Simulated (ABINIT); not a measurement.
# RbCaH3 (Pm-3m): G0W0 with ABINIT, start to end, part 2 of 2

How does a plane-wave GW calculation on RbCaH3 (Pm-3m) run from the first input to the gap?

ABINIT 10.8.3; LDA and many-body steps on it, plane waves. Known limits of the many-body steps: not at the basis limit; no spin-orbit coupling; coarse k mesh.

So far. Step 2 (Ground state): The gap is direct, at (0.500, 0.500, 0.000). Step 3 (Empty states on the mesh, 2×2×2 mesh, 79 bands): On this mesh the gap is 2.932 eV.

## 4. Screening, 2×2×2 mesh, 73 bands, screening to 106.1 eV

The RPA dielectric matrix is built and inverted for each q.

This step: RPA screening on LDA, plane waves, norm-conserving pseudopotentials.

The input, run.abi:

```
acell 3*1.0 Angstrom
rprim 
  4.547000000000 0.000000000000 0.000000000000
  0.000000000000 4.547000000000 0.000000000000
  0.000000000000 0.000000000000 4.547000000000
ntypat 3
znucl 37 20 1
natom 5
typat 1 2 3 3 3
xred 
  0.000000000000 0.000000000000 0.000000000000
  0.500000000000 0.500000000000 0.500000000000
  0.000000000000 0.500000000000 0.500000000000
  0.500000000000 0.000000000000 0.500000000000
  0.500000000000 0.500000000000 0.000000000000
pp_dirpath "pseudos"
pseudos "Rb.upf, Ca.upf, H.upf"
ecut 31
ngkpt 2 2 2
nshiftk 1
shiftk 0 0 0
kptopt 1
chksymbreak 0
istwfk *1
occopt 1
irdwfk 1
optdriver 3
nband 73
ecuteps 3.9
inclvkb 2
awtr 1
symchi 1
indata_prefix "in"
outdata_prefix "out"
tmpdata_prefix "tmp"
```

On the command line:

```console
> OMP_NUM_THREADS=1 mpirun -n 4 abinit run.abi > log
```

Numbers of over 12 decimals in the logs are rounded to 6 here.

Output:

```text
.Version 10.8.3 of ABINIT. v10.8.2 released Aug 2026.

 Symmetries : space group Pm -3 m (#221); Bravais cP (primitive cubic)
[... echo of the input left out ...]
== DATASET  1 ==================================================================
-   mpi_nproc: 4, omp_nthreads: 1 (-1 if OMP is not activated)

--- !DatasetInfo
iteration_state: {dtset: 1, }
dimensions: {natom: 5, nkpt: 4, mband: 73, nsppol: 1, nspinor: 1, nspden: 1, mpw: 5248, }
cutoff_energies: {ecut:  31.0, pawecutdg:  -1.0, }
electrons: {nelect:   2.20000000E+01, charge:   0.00000000E+00, occopt:   1.00000000E+00, tsmear:   1.00000000E-02, }

 SCREENING: Calculation of the susceptibility and dielectric matrices

 Based on a program developped by R.W. Godby, V. Olevano, G. Onida, and L. Reining.
 Incorporated in ABINIT by V. Olevano, G.-M. Rignanese, and M. Torrent.
.Using double precision arithmetic ; gwpc =  8

[... cell and pseudopotentials left out ...]
--------------------------------------------------------------------------------

 ==== K-mesh for the wavefunctions ====
 Number of points in the irreducible wedge :     4
[... list of points left out ...]
 Together with 48 symmetry operations and time-reversal symmetry
 yields     8 points in the full Brillouin Zone.

 ==== Q-mesh for the screening function ====
 Number of points in the irreducible wedge :     4
[... list of points left out ...]
 Together with 48 symmetry operations and time-reversal symmetry
 yields     8 points in the full Brillouin Zone.

 setmesh: FFT mesh size selected  =    30x   30x   30
          total number of points  =        27000

 vcoul_init : cutoff-mode = AUXILIARY_FUNCTION
 q-points for optical limit:   1
     1)      0.000010    0.000020    0.000030

- screening: taking advantage of time-reversal symmetry
- Maximum band index for partially occupied states nbvw = 11
- Remaining bands to be divided among processors   nbcw = 62
- Number of bands treated by each node ~15

 Number of electrons calculated from density =   22.0000; Expected =   22.0000
 average of density, n =  0.034678
 r_s =    1.9023
 omega_plasma =   17.9631 [eV]

 calculating chi0 at frequencies [eV] :
  1    0.000000E+00    0.000000E+00
  2    0.000000E+00    1.796310E+01

--------------------------------------------------------------------------------
  q-point number  1        q = ( 0.000000, 0.000000, 0.000000) [r.l.u.]
--------------------------------------------------------------------------------
[... chi0 elements left out ...]
 For q-point:  0.000010 0.000020 0.000030
  dielectric constant =   3.8035
  dielectric constant without local fields =   4.2893

  Average fulfillment of the sum rule on Im[epsilon] for q-point    1 :     64.83  [%]
[... wings left out ...]
  q-point number  2        q = ( 0.500000, 0.000000, 0.000000) [r.l.u.]
--------------------------------------------------------------------------------
[... chi0 elements left out ...]
  Average fulfillment of the sum rule on Im[epsilon] for q-point    2 :     72.84  [%]

 [... 2 further q-points ...]
```

The job ended after 10 s (4 MPI ranks of Arm Neoverse N1, shared host; peak memory 0.64 GiB; 40 s of CPU time).

This step gave:

```yaml
eps_infinity_with_local_fields_on_this_mesh_along_the_program_s_q_direction: 3.804
the_same_without_local_fields: 4.289
plasma_frequency: 17.96 eV
plane_waves_in_the_screening_matrix: 251
```

Local fields lower ε∞ by 11 %. On a Γ-centred mesh this coarse the value itself is usually too large, while a short band sum pulls it down.

## 5. Self-energy, 2×2×2 mesh, 73 bands, screening to 106.1 eV

The self-energy is evaluated for the states that the input lists, and the levels follow from it, in one-shot runs by the linearised quasiparticle equation.

This step: G0W0 on LDA, plane waves, norm-conserving pseudopotentials.

Changes to run.abi since step 4:

```diff
@@ -26,8 +26,17 @@
 irdwfk 1
-optdriver 3
+optdriver 4
 nband 73
+gwcalctyp 0
+ecutsigx 31
+symsigma 1
+nkptgw 2
+kptgw 
+  0.5000000000 0.5000000000 0.0000000000
+  0.0000000000 0.0000000000 0.0000000000
+bdgw 
+  10 14
+  10 14
 ecuteps 3.9
-inclvkb 2
-awtr 1
-symchi 1
+irdscr 1
+ppmodel 1
 indata_prefix "in"
```

Output:

```text
.Version 10.8.3 of ABINIT. v10.8.2 released Aug 2026.

 Symmetries : space group Pm -3 m (#221); Bravais cP (primitive cubic)
[... echo of the input left out ...]
== DATASET  1 ==================================================================
-   mpi_nproc: 4, omp_nthreads: 1 (-1 if OMP is not activated)

--- !DatasetInfo
iteration_state: {dtset: 1, }
dimensions: {natom: 5, nkpt: 4, mband: 73, nsppol: 1, nspinor: 1, nspden: 1, mpw: 5248, }
cutoff_energies: {ecut:  31.0, pawecutdg:  -1.0, }
electrons: {nelect:   2.20000000E+01, charge:   0.00000000E+00, occopt:   1.00000000E+00, tsmear:   1.00000000E-02, }

 SIGMA: Calculation of the GW corrections

 Based on a program developped by R.W. Godby, V. Olevano, G. Onida, and L. Reining.
 Incorporated in ABINIT by V. Olevano, G.-M. Rignanese, and M. Torrent.
.Using double precision arithmetic ; gwpc =  8

[... cell and pseudopotentials left out ...]
--------------------------------------------------------------------------------

 ==== K-mesh for the wavefunctions ====
 Number of points in the irreducible wedge :     4
[... list of points left out ...]
 Together with 48 symmetry operations and time-reversal symmetry
 yields     8 points in the full Brillouin Zone.

 ==== Q-mesh for screening function ====
 Number of points in the irreducible wedge :     4
[... list of points left out ...]
 Together with 48 symmetry operations and time-reversal symmetry
 yields     8 points in the full Brillouin Zone.

 vcoul_init : cutoff-mode = AUXILIARY_FUNCTION
 q-points for optical limit:   1
     1)      0.000010    0.000020    0.000030
 setmesh: FFT mesh size selected  =    45x   45x   45
          total number of points  =        91125

 Number of electrons calculated from density =   22.0000; Expected =   22.0000
 average of density, n =  0.034678
 r_s =    1.9023
 omega_plasma =   17.9631 [eV]

 === KS Band Gaps ===
  >>>> For spin  1
   Minimum direct gap =   2.9320 [eV], located at k-point      :   0.5000  0.5000  0.0000
   Fundamental gap    =   2.9320 [eV], Top of valence bands at :   0.5000  0.5000  0.0000
                                       Bottom of conduction at :   0.5000  0.5000  0.0000
 SIGMA fundamental parameters:
 PLASMON POLE MODEL  1
 number of plane-waves for SigmaX                 5185
 number of plane-waves for SigmaC and W            251
 number of plane-waves for wavefunctions          5185
 number of bands                                    73
 number of independent spin polarizations            1
 number of spinorial components                      1
 number of k-points in IBZ                           4
 number of q-points in IBZ                           4
 number of symmetry operations                      48
 number of k-points in BZ                            8
 number of q-points in BZ                            8
 number of frequencies for dSigma/dE                 9
 frequency step for dSigma/dE [eV]                0.25
 number of omega for Sigma on real axis              0
 max omega for Sigma on real axis  [eV]           0.00
 zcut for avoiding poles [eV]                     0.10

 EPSILON^-1 parameters (SCR file):
 dimension of the eps^-1 matrix on file            251
 dimension of the eps^-1 matrix used               251
 number of plane-waves for wavefunctions          5185
 number of bands                                    73
 number of q-points in IBZ                           4
 number of frequencies                               2
 number of real frequencies                          1
 number of imag frequencies                          1

 matrix elements of self-energy operator (all in [eV])

 Perturbative Calculation

--- !SelfEnergy_ee
iteration_state: {dtset: 1, }
kpoint     : [   0.500,    0.500,    0.000, ]
spin       : 1
KS_gap     :    2.932
QP_gap     :    5.383
Delta_QP_KS:    2.451
data: !SigmaeeData |
     Band     E0 <VxcDFT>   SigX SigC(E0)      Z dSigC/dE  Sig(E)    E-E0       E
       10  -0.178 -10.559 -14.030   2.094   0.778  -0.285 -11.630  -1.071  -1.249
       11  -0.178 -10.559 -14.030   2.094   0.778  -0.285 -11.630  -1.071  -1.249
       12   2.754  -8.603  -3.729  -3.195   0.822  -0.217  -7.223   1.380   4.134
       13   4.654 -11.039  -4.859  -3.623   0.803  -0.246  -8.987   2.051   6.706
       14   4.654 -11.039  -4.859  -3.623   0.803  -0.246  -8.987   2.051   6.706

--- !SelfEnergy_ee
iteration_state: {dtset: 1, }
kpoint     : [   0.000,    0.000,    0.000, ]
spin       : 1
KS_gap     :    6.262
QP_gap     :    9.605
Delta_QP_KS:    3.343
data: !SigmaeeData |
     Band     E0 <VxcDFT>   SigX SigC(E0)      Z dSigC/dE  Sig(E)    E-E0       E
       10  -0.543 -10.628 -13.684   1.987   0.775  -0.290 -11.456  -0.829  -1.372
       11  -0.543 -10.628 -13.684   1.987   0.775  -0.290 -11.456  -0.829  -1.372
       12   5.719 -13.158  -5.920  -4.019   0.781  -0.280 -10.643   2.514   8.233
       13   5.719 -13.158  -5.920  -4.019   0.781  -0.280 -10.643   2.514   8.233
       14   5.719 -13.158  -5.920  -4.019   0.781  -0.280 -10.643   2.514   8.233

== END DATASET(S) ==============================================================
================================================================================

 -outvars: echo values of variables after computation  --------
           etotal      0.0000000000E+00
            nband          73
             nkpt           4
          spgroup         221
 [... the other variables as echoed above ...]

 Calculation completed.
```

Elapsed: 10 s, on 4 MPI ranks; peak memory 0.62 GiB.

This step gave:

* G0W0 gap on the points computed: 5.383 eV
* starting gap on the mesh: 2.932 eV
* k of the valence top: 0.5, 0.5, 0
* k of the conduction bottom: 0.5, 0.5, 0
* Z at the valence top: 0.778
* Z at the conduction bottom: 0.822
* least direct G0W0 gap on the computed points: 5.383 eV

The gap on the mesh goes from 2.93 eV to 5.38 eV, a correction of +2.45 eV.

Limits: finite bands, cutoff and mesh; no spin-orbit coupling; coarse k mesh. v1 is the top filled band, c1 the lowest empty one. Levels before and after the correction, in eV, zero at the valence-band top of each column:

```csv
,conduction bottom,valence top
Kohn-Sham,2.93,0.00
G0W0,5.38,0.00
```

```csv
,level,energy (eV)
Kohn-Sham,(0.5 0.5 0) v2-v1,0.000
Kohn-Sham,(0.5 0.5 0) c1,2.932
Kohn-Sham,(0.5 0.5 0) c2-c3,4.832
G0W0,(0.5 0.5 0) v2-v1,0.000
G0W0,(0.5 0.5 0) c1,5.383
G0W0,(0.5 0.5 0) c2-c3,7.955
```

## 6. Where the time went

Times are wall times on 4 MPI ranks of Arm Neoverse N1, shared host, good to a factor of about two.

```csv
step,time,share,memory (GiB)
ground state,20 s,30 %,0.32
empty states on the mesh,25 s,39 %,0.3
screening,10 s,15 %,0.64
self-energy,10 s,16 %,0.62
```

## 7. What came out

| Quantity | Value |
| --- | --- |
| LDA gap | 2.93 eV, direct |
| G0W0 gap on the mesh | 5.38 eV |
| GW settings | 2×2×2 mesh, 73 bands, screening to 106.1 eV, Godby-Needs plasmon pole |
| known limits | not at the basis limit; no spin-orbit coupling; coarse k mesh |

What this shows: G0W0 moves the gap on the mesh from 2.93 eV to 5.38 eV (+2.45 eV), with Z of 0.78 and 0.82 at the edges. Local fields lower the RPA ε∞ on this mesh from 4.29 to 3.80; a Γ-centred mesh this coarse tends to raise both, most where the direct gap is narrow, while a short band sum lowers them. Only 2 of the mesh's irreducible points were corrected, so a valley elsewhere could overtake. Bands and cutoff are finite, so the gap is not at the basis limit. The miss can reach some tenths of an eV and take either sign; the mesh is an error of its own. In the G0W0 run levels were corrected at 2 k points alone, so a gap called «on the mesh» is the least over those, and an edge elsewhere would be missed. The 2×2×2 mesh is coarse for this cell, which bears on the long-range parts of exchange and screening. This is the ideal cubic cell; many perovskites, halides above all, are cubic only on average, and local tilts or off-centring can widen the gap. The many-body steps are scalar-relativistic: spin-orbit coupling is not in them.

[Paths, hosts, dates, memory and timing lines, banners, echoed tables and standing remarks are left out of the program output.]

[Logs are printed without paths, hosts, clocks, repeated set-up lines and the standing remarks that a program may print on its own settings, such as how far it seeks lower states.]

[Runs of the session that timed out or met a known fault of the program may be left out.]

[Hosts, paths, dates, database ids (printed as entryN), source tags and the programs' standing remarks are cut or masked in the printed files.]

[G0W0 gaps are taken among the corrected bands and points alone; a level outside them can change the order at an edge.]

[Where Ansatz stands beside ABINIT at settings called matched, ABINIT's density can come from a denser mesh and the files from another edition; pairs whose starting gaps differed by over 0.03 eV were left out, so agreement reads better than it is.]
